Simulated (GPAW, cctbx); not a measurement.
# CdOs5: deformation density and structure factors from DFT

Question: by how much does bonding change the X-ray structure factors of CdOs5, how firmly does DFT give the change, and what does a routine refinement make of it?

The cell comes from substitution in a known structure type and wasn't matched to any measured phase. All numbers below are calculated.

**1. Find the equilibrium geometry**

The density hangs on the geometry, so cell and atoms are relaxed first, with the symmetry held. The cutoff is set higher than for the density because stress converges slowly with plane waves.

Settings: GPAW 26.7.0, PBE, 570 eV, 5×5×5 k-points, Fermi–Dirac width 0.1 eV, BFGS to 0.03 eV/Å.

```text
cell
1.0
     0.000000000    0.000000000    3.953000000
     4.884000000    0.000000000    0.000000000
    -2.442000000    4.229668072    0.000000000
Os Cd
5 1
Direct
0.500000000 0.000000000 0.500000000
0.500000000 0.500000000 0.500000000
0.500000000 0.500000000 0.000000000
0.000000000 0.666666667 0.333333333
0.000000000 0.333333333 0.666666667
0.000000000 0.000000000 0.000000000
```

```console
$ OMP_NUM_THREADS=1 mpirun -n 4 gpaw python run.py > gpaw.log
```

```text
BFGS:    0      -46.104806       11.532200
BFGS:    1      -48.599840        8.413203
BFGS:    2      -50.269309        5.708744
BFGS:    3      -51.260954        3.394594
...
BFGS:    9      -51.906683        0.269084
BFGS:   10      -51.911589        0.058841
BFGS:   11      -51.911793        0.000532
cell  4.5732 5.0594 5.0594  120.00 90.00 90.00
volume 101.381 A^3, largest force 0.000 eV/A, largest stress 0.01 GPa
```

The cell moved far, while the k-mesh and basis were chosen for the start, so the final shape may be somewhat biased.

After 11 steps the volume has changed by +24.2 % and the energy by -5.807 eV; the largest stress left is 0.01 GPa. It took 2.7 min on 4 cores of Intel(R) Xeon(R) Platinum 8375C CPU @ 2.90GHz (Ice Lake) (shared host), peak memory 1.1 GiB.

Relaxed structure: P6/mmm (no. 191), a = 5.0594 Å, b = 5.0594 Å, c = 4.5732 Å, α = 90.00°, β = 90.00°, γ = 120.00°.

| atom | mult. | x | y | z |
| --- | --- | --- | --- | --- |
| Os1 | 3 | 0 | 1/2 | 1/2 |
| Os2 | 2 | 2/3 | 1/3 | 0 |
| Cd1 | 1 | 0 | 0 | 0 |

**2. Density and charge transfer**

X-rays see the whole electron density, so the PAW density is rebuilt with its core regions. Subtracting spherical free atoms from the same code cancels the cores and leaves the deformation density Δρ, the part due to bonding.

Settings: PBE, 450 eV, 5×5×5 k-points, Fermi–Dirac width 0.1 eV; primitive cell of 6 atoms.

```console
$ OMP_NUM_THREADS=1 mpirun -n 4 gpaw python run.py > gpaw.log
```

```text
|iter:   1|       0s |  -52.878164 | +0.40 |       |
|iter:   2|       0s |  -52.671706 | -1.08 | -1.33 |
|iter:   3|       1s |  -52.350708 | -1.14 | -1.37 |
...
|iter:  14|       9s |  -51.680516c| -6.67 | -5.77c|
|iter:  15|      10s |  -51.680516c| -7.20 | -5.78c|
|iter:  16|      11s |  -51.680516c| -7.57c| -6.23c|
```

```text
grid (48, 50, 50)  electrons 428.000  moved by bonding 1.358 e
deformation density beyond 0.5 A of the nuclei: max 0.085, min -0.145 e/A^3
atom        x       y       z   Voronoi charge  moment
Os1    0.5000  0.0000  0.5000     -0.074       0.00
Os2    0.5000  0.5000  0.5000     -0.074       0.00
Os3    0.5000  0.5000  0.0000     -0.074       0.00
Os4    0.0000  0.6667  0.3333     -0.084       0.00
Os5    0.0000  0.3333  0.6667     -0.084       0.00
Cd6    0.0000  0.0000  0.0000      0.392       0.00
mean inner potential of superposed free atoms 32.008 V
total magnetic moment 0.000 muB
```

Deformation density in a plane through the shortest contact of the Os atom at the origin, in 0.01 e/Å³ (clipped at ±99); x from -1.6 to 4.1 Å, y from 2.4 down to -2.4 Å:

```text
  .   .  -5  -1   0   0   0  -1  -1   0   0   0  -1  -5   .   .
  .   .  -5  -1   0   0   0  -1  -1   0   0   0  -1  -5   .   .
 -4 -13  -1   4   3   1   0   0   0   0   1   3   4  -1 -13  -4
  3  -1   5   8   5   1   0   1   1   0   1   5   8   5  -1   3
  6   8   5   2   2  -1  -1   3   3  -1  -1   2   2   5   8   6
  0   7  -3 -11   .  -6   2   6   6   2  -6   . -11  -3   7   0
  2   8   0  -4   .   .  -4   5   5  -4   .   .  -4   0   8   2
  4   7   3  -2   .  -6  -8   5   5  -8  -6   .  -2   3   7   4
  2   3   1  -2   1   2   3   7   7   3   2   1  -2   1   3   2
  0   1   0   0   3   8   7   0   0   7   8   3   0   0   1   0
  0   0   0   1   3   4   2  -9  -9   2   4   3   1   0   0   0
  0  -1   0   0   0  -1  -2   .   .  -2  -1   0   0   0  -1   0
  0  -1   0   0   0  -1  -2   .   .  -2  -1   0   0   0  -1   0
```

Atoms in or within 0.15 Å of the plane: Os (0.0, 0.0), Os (3.8, 2.2), Os (1.3, -2.2), Os (-1.3, 2.2), Os (2.5, 0.0) Å. Dots mark points within about 0.45 Å of a nucleus; large values next to them are atomic features.

Os gains most (-0.08 e) and Cd loses most (+0.39 e), in averages over each element's sites, as electronegativity suggests. Along the shortest contact from the Os atom at the map's origin, Os–Os at 2.53 Å, Δρ is +0.08 e/Å³ at the midpoint: a modest build-up. At the midpoints of other shortest contacts it is 0.00 (Os–Cd, 2.92 Å) e/Å³. Point values carry grid noise of about 0.01 e/Å³. The run needed 16 iterations, 20 s.

**3. From the density to structure factors**

The Fourier components of Δρ, added to those of the free atoms, give the static X-ray structure factors; the Mott–Bethe relation turns them into the Fourier components V of the potential that fast electrons feel.

```text
static structure factors of the conventional cell: F in electrons, V (Mott-Bethe) in volts
   h  k  l      d  |F| table  |F| free   |F| DFT   change   |V| free  |V| DFT  change %
   0  0  1  4.5732    26.913    26.853    27.097    0.244     1.085    0.854    -21.3
   1  0  0  4.3816    97.674    97.594    97.955    0.361     5.560    5.247     -5.6
   1  0  1  3.1638    41.444    41.438    41.330   -0.109     2.970    3.019      1.7
   1  1  0  2.5297   103.479   103.401   103.302   -0.100     5.960    5.989      0.5
   0  0  2  2.2866   351.992   351.661   351.150   -0.511    18.046   18.167      0.7
   1  1  1  2.2136   224.305   224.059   223.711   -0.348    11.507   11.584      0.7
   2  0  0  2.1908   161.520   161.332   161.106   -0.226     8.391    8.440      0.6
   1  0  2  2.0272    85.387    85.277    85.041   -0.235     3.479    3.522      1.3
   2  0  1  1.9758   205.496   205.195   204.712   -0.483     8.967    9.052      1.0
   1  1  2  1.6963    90.941    90.781    90.708   -0.073     4.322    4.331      0.2
   2  1  0  1.6561    80.695    80.524    80.411   -0.113     2.911    2.925      0.5
   2  0  2  1.5819   144.340   144.087   144.080   -0.007     6.326    6.327      0.0
   2  1  1  1.5571    32.156    32.116    32.038   -0.078     1.741    1.750      0.5
   0  0  3  1.5244    23.359    23.297    23.465    0.169     0.494    0.476     -3.6
```

The largest X-ray change is -0.51 e on 002, 0.1 % of |F|. For electrons V goes as (Z − F)/g², so a change of F counts against Z − F, which is small at low angle and wherever the atoms' terms cancel: |V| of 001 moves by -21.3 % (1.08 to 0.85 V) against +0.9 % in |F|. The last three rows still change by up to 0.17 e; the table stops while the angles are still low. The tabulated Hartree–Fock atoms differ from the free DFT atoms by up to 0.33 e, so the choice of reference atom matters too.

**4. Which functional?**

The same geometry is run with other functionals, to see whether the bonding signal is larger than the spread between approximations. Free atoms are LDA for LDA and PBE otherwise; meta-GGAs and hybrids keep PBE cores. Any other changed setting is in the row's label.

```
   run  ΔF 002 (e)  ΔF 201 (e)  ΔF 100 (e)  q(Os) (e)  moved (e)  time
   PBE      -0.511      -0.483      +0.361     -0.078      1.358  20 s
   LDA      -0.506      -0.473      +0.354     -0.076      1.319  18 s
r2SCAN      -0.419      -0.488      +0.405     -0.087      1.382  41 s
```

At the base's settings ΔF(002) spans -0.511 to -0.419 e, a spread of 18 % of the PBE value; over the three listed reflections the spread is at most 18 %, so sign and size hold across the functionals. Times are from shared hosts.

**5. Refining ordinary atoms against data with bonding**

Routine crystallography fits spherical atoms. To see the bias, intensities are simulated from tabulated atoms plus the DFT change ΔF, so that bonding alone can misfit (3408 reflections of the full sphere, merged to the counts below, to 0.5 Å, 1.5 % proportional noise plus counting noise, assumed isotropic U as listed, Δρ smeared by the mean U) and refined with cctbx over different ranges.

| range | data | R1 | GooF | U Os1 (true 0.0044) | U Os2 (true 0.0044) | U Cd1 (true 0.0053) | largest shift (Å) | Δρ max, min (e/Å³) |
| --- | --- | --- | --- | --- | --- | --- | --- | --- |
| all data | 210 | 0.0037 | 1.02 | 0.0044 | 0.0044 | 0.0053 | 0.0000 | 0.64, -1.05 |
| low resolution, d > 0.84 | 55 | 0.0034 | 1.09 | 0.0044 | 0.0044 | 0.0052 | 0.0000 | 0.45, -0.46 |
| high order, d < 0.75 | 137 | 0.0039 | 0.97 | 0.0044 | 0.0044 | 0.0053 | 0.0000 | 0.35, -0.82 |
| occupancies free, d > 0.7 | 87 | 0.0033 | 1.06 | 0.0045 | 0.0044 | 0.0054 | 0.0000 | 0.50, -0.54 |

With all data GooF is 1.02, so at this noise the bonding hardly shows; the top residual peak, near noise level, lies 2.29 Å from Cd and 2.29 Å from Cd. No U is off by more than 3 s.u. at low resolution. Symmetry fixes every coordinate, so the shifts are zero by construction. With Os1 held at 1 and the scale free, the other occupancies refine to Os2 0.998(0.001) and Cd1 1.000(0.003), within three s.u. of full.

**6. Answer**

Bonding moves 1.36 e in the primitive cell of CdOs5 and changes the structure factors of the conventional cell in the table above by at most 0.51 e (002, 0.1 %), and among reflections above 2 % of the strongest by up to 0.9 % (001). The shortest bond, Os–Os, has Δρ = +0.08 e/Å³ at its midpoint. At the base's settings ΔF(002) spans -0.511 to -0.419 e, a spread of 18 % of the PBE value; over the three listed reflections the spread is at most 18 %, so sign and size hold across the functionals. With all data GooF is 1.02, so at this noise the bonding hardly shows. Limits: static density, frozen cores, no spin–orbit coupling.

[Outputs are excerpts: Python notices, other lines and further rows are left out; steps that failed or that the build refused (PBEsol, TPSS) are not shown.]

[Logs are printed without paths, hosts, clocks, repeated set-up lines and the standing remarks that a program may print on its own settings, such as how far it seeks lower states.]
